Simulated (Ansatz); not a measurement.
# Ta (Im-3m, 1 atom in the cell): converging a phonon calculation, part 2 of 2

Wanted: convergence of the phonons of Ta (Im-3m, 1 atom in the cell) against cost.

Ansatz 0.2.0; DFT PBEsol, scalar-relativistic, plane waves, PAW.

So far, highest frequency on the path or at a solved wavevector (cm⁻¹): step 3 (response at finite wavevector) 168; step 4 (q mesh 2×2×2) 168; step 6 (k-mesh 24×24×24, q mesh 6×6×6) 168; step 10 (k-mesh 16×16×16, q mesh 2×2×2) 162; step 12 (k-mesh 30×30×30, q mesh 2×2×2) 168. The relaxed cell has a = 3.282 Å (conventional setting).

**13. The series together (continued)**

The runs together. Phonon density of states against wavenumber; read off at these points; values in 1/cm⁻¹/cell:

| wavenumber (cm⁻¹) | 16×16×16 | 20×20×20 | 30×30×30 |
| --- | --- | --- | --- |
| 1.0 | 0 | 0 | 0 |
| 5.0 | 2.0e-5 | 2.0e-5 | 2.0e-5 |
| 9.0 | 6.0e-5 | 6.0e-5 | 6.0e-5 |
| 15.0 | 2.3e-4 | 2.2e-4 | 2.0e-4 |
| 19.0 | 4.5e-4 | 4.2e-4 | 4.0e-4 |
| 23.0 | 6.6e-4 | 6.3e-4 | 5.9e-4 |
| 27.0 | 9.0e-4 | 8.5e-4 | 8.0e-4 |
| 31.0 | 0.00126 | 0.0012 | 0.00111 |
| 37.0 | 0.00179 | 0.0017 | 0.0016 |
| 41.0 | 0.00224 | 0.00212 | 0.00201 |
| 45.0 | 0.00273 | 0.00257 | 0.00244 |
| 49.0 | 0.00332 | 0.00311 | 0.00295 |
| 53.0 | 0.00397 | 0.00373 | 0.00355 |
| 57.0 | 0.00469 | 0.00437 | 0.00417 |
| 63.0 | 0.006 | 0.0056 | 0.00537 |
| 67.0 | 0.00711 | 0.00659 | 0.00627 |
| 71.0 | 0.0082 | 0.00761 | 0.00731 |
| 75.0 | 0.00975 | 0.00896 | 0.00854 |
| 79.0 | 0.0114 | 0.0104 | 0.0100 |
| 85.0 | 0.0150 | 0.0134 | 0.0128 |
| 89.0 | 0.0189 | 0.0164 | 0.0156 |
| 93.0 | 0.0241 | 0.0223 | 0.0205 |
| 97.0 | 0.0255 | 0.0240 | 0.0238 |
| 101.0 | 0.0268 | 0.0253 | 0.0250 |
| 107.0 | 0.0293 | 0.0275 | 0.0271 |
| 111.0 | 0.0311 | 0.0291 | 0.0288 |
| 115.0 | 0.0333 | 0.0310 | 0.0306 |
| 119.0 | 0.0315 | 0.0330 | 0.0327 |
| 123.0 | 0.0316 | 0.0302 | 0.0299 |
| 127.0 | 0.0363 | 0.0317 | 0.0304 |
| 133.0 | 0.0568 | 0.0441 | 0.0387 |
| 137.0 | 0.0879 | 0.0668 | 0.0518 |
| 141.0 | 0.0644 | 0.0798 | 0.0834 |
| 145.0 | 0.0459 | 0.0573 | 0.0667 |
| 149.0 | 0.0325 | 0.0416 | 0.0452 |
| 155.0 | 0.0204 | 0.0265 | 0.0284 |
| 159.0 | 0.0128 | 0.0199 | 0.0214 |
| 163.0 | 3.4e-4 | 0.0135 | 0.0149 |

The runs together, line C_V. The C_V by temperature; values in J/mol-atom/K:

| temperature (K) | 16×16×16 | 20×20×20 | 30×30×30 |
| --- | --- | --- | --- |
| 0 | 0 | 0 | 0 |
| 50 | 10.4 | 10.0 | 9.87 |
| 100 | 19.5 | 19.2 | 19.2 |
| 150 | 22.3 | 22.2 | 22.1 |
| 200 | 23.4 | 23.3 | 23.3 |
| 250 | 23.9 | 23.9 | 23.9 |
| 300 | 24.2 | 24.2 | 24.2 |
| 350 | 24.4 | 24.4 | 24.4 |
| 400 | 24.5 | 24.5 | 24.5 |
| 450 | 24.6 | 24.6 | 24.6 |
| 500 | 24.7 | 24.7 | 24.7 |
| 550 | 24.7 | 24.7 | 24.7 |
| 600 | 24.8 | 24.8 | 24.8 |
| 650 | 24.8 | 24.8 | 24.8 |
| 700 | 24.8 | 24.8 | 24.8 |
| 750 | 24.8 | 24.8 | 24.8 |
| 800 | 24.8 | 24.8 | 24.8 |
| 850 | 24.9 | 24.8 | 24.8 |
| 900 | 24.9 | 24.9 | 24.9 |
| 950 | 24.9 | 24.9 | 24.9 |
| 1000 | 24.9 | 24.9 | 24.9 |

**14. Another cutoff, cutoff 170 eV, q mesh 2×2×2**

The cutoff is set to 170 eV on a small fixed q mesh.

File input.yaml:

```yaml
crystal:
  lattice:
    - [-1.6408842579, 1.6408842579, 1.6408842579]
    - [1.6408842579, -1.6408842579, 1.6408842579]
    - [1.6408842579, 1.6408842579, -1.6408842579]
  atoms:
    - { symbol: Ta, position: [0.0, 0.0, 0.0] }
kpoints:
  mp_grid: { grid: [20, 20, 20] }
hamiltonian:
  xc: pbesol
scf:
  occupations: { method: methfessel_paxton, width: 0.2 }
output:
  eigenvalues: true
phonons:
  method: dfpt
  qmesh: [2, 2, 2]
  temperatures: { t_max: 1000, t_step: 50 }
  qpath:
    path:
      - [[0.0, 0.0, 0.0], [0.5, -0.5, 0.5], [0.0, 0.0, 0.5], [0.0, 0.0, 0.0], [0.25, 0.25, 0.25], [0.5, -0.5, 0.5]]
      - [[0.25, 0.25, 0.25], [0.0, 0.0, 0.5]]
    npoints: 10
basis:
  ecutwfc: 170
```

Launch:

```sh
ansatz run input.yaml --threads 4 --pin off --max-ram 7168MiB --backend cpu --events-out ev --progress --plain --runs-dir out
```

Run time: 10 s. Hardware: 4 threads of Arm Neoverse V1, shared host; peak memory 0.76 GiB.

The run finished; it serves as a test, and its numbers are not taken as the result.

**15. Another cutoff, cutoff 230 eV, q mesh 2×2×2**

The cutoff is set to 230 eV on a small fixed q mesh.

Changes to input.yaml since step 14:

```diff
@@ -25,2 +25,2 @@
 basis:
-  ecutwfc: 170
+  ecutwfc: 230
```

Wall time 12 s (4 threads); peak memory 0.81 GiB; 41 s of CPU time.

The run finished; it serves as a test, and its numbers are not taken as the result.

**16. Another cutoff, cutoff 290 eV, q mesh 2×2×2**

The cutoff is set to 290 eV on a small fixed q mesh.

Changes to input.yaml since step 15:

```diff
@@ -25,2 +25,2 @@
 basis:
-  ecutwfc: 230
+  ecutwfc: 290
```

Elapsed: 14 s, on 4 threads; peak memory 0.91 GiB; 51 s of CPU time.

The run finished; it serves as a test, and its numbers are not taken as the result.

**17. Another cutoff, cutoff 360 eV, q mesh 2×2×2**

The cutoff is set to 360 eV on a small fixed q mesh.

Changes to input.yaml since step 16:

```diff
@@ -25,2 +25,2 @@
 basis:
-  ecutwfc: 290
+  ecutwfc: 360
```

The job ended after 18 s (4 threads; peak memory 1 GiB).

**18. Another cutoff, cutoff 550 eV, q mesh 2×2×2**

The cutoff is set to 550 eV on a small fixed q mesh.

Changes to input.yaml since step 17:

```diff
@@ -25,2 +25,2 @@
 basis:
-  ecutwfc: 360
+  ecutwfc: 550
```

It took 27 s on 4 threads; peak memory 1.4 GiB; 1.7 min of CPU time.

**19. Results**

* mean frequency, q mesh 2×2×2: 123 cm⁻¹
* mean frequency, q mesh 3×3×3: 115 cm⁻¹
* mean frequency, q mesh 6×6×6: 116 cm⁻¹
* lowest mode on the q mesh (acoustic modes at Γ apart), k-mesh 6×6×6: 42.9 cm⁻¹
* lowest mode on the q mesh (acoustic modes at Γ apart), k-mesh 10×10×10: 84.2 cm⁻¹
* lowest mode on the q mesh (acoustic modes at Γ apart), k-mesh 16×16×16: 90.7 cm⁻¹
* lowest mode on the q mesh (acoustic modes at Γ apart), k-mesh 20×20×20: 92.5 cm⁻¹
* lowest mode on the q mesh (acoustic modes at Γ apart), k-mesh 30×30×30: 93.5 cm⁻¹
* lowest mode on the q mesh (acoustic modes at Γ apart), cutoff 170 eV: 89.1 cm⁻¹
* lowest mode on the q mesh (acoustic modes at Γ apart), cutoff 230 eV: 90.1 cm⁻¹
* lowest mode on the q mesh (acoustic modes at Γ apart), cutoff 290 eV: 91.9 cm⁻¹
* lowest mode on the q mesh (acoustic modes at Γ apart), cutoff 360 eV: 92.5 cm⁻¹
* lowest mode on the q mesh (acoustic modes at Γ apart), cutoff 550 eV: 92.5 cm⁻¹

What this shows: Over the whole q mesh series, coarse runs included, the mean frequency runs from 115.0 to 122.6 cm⁻¹; from 3×3×3 on it stays within 0.9 cm⁻¹ of the finest run (6×6×6), against a tolerance of 1.2. The k mesh changes along this series too, so part of the change is its. Over the whole k mesh series, coarse runs included, the lowest mode on the q mesh (acoustic modes at Γ apart) runs from 42.9 to 93.5 cm⁻¹; the two finest runs still differ by up to 2.9 cm⁻¹ in a solved mode, so convergence is not shown. Over the whole cutoff series, coarse runs included, the lowest mode on the q mesh (acoustic modes at Γ apart) runs from 89.1 to 92.5 cm⁻¹; from 290 eV on all solved modes stay within 0.7 cm⁻¹ of the finest run (550 eV), against a tolerance of 1.7. All runs share the cell relaxed at the base settings, which is not exactly at rest under another k mesh or cutoff. With no gap, or one that is small against the smearing, the frequencies hang on the k mesh and the smearing, most of all near Kohn anomalies. Spin-orbit coupling is left out, which can matter for the heavy elements here. A phonon run warned that its eigensolver left some bands unconverged in a pass. These are harmonic frequencies at zero temperature: anharmonic shifts, linewidths and thermal expansion are left out.

[Logs are printed without paths, hosts, clocks, repeated set-up lines and the standing remarks that a program may print on its own settings, such as how far it seeks lower states.]

[Hosts, paths, dates, database ids (printed as entryN), source tags and the programs' standing remarks are cut or masked in the printed files.]
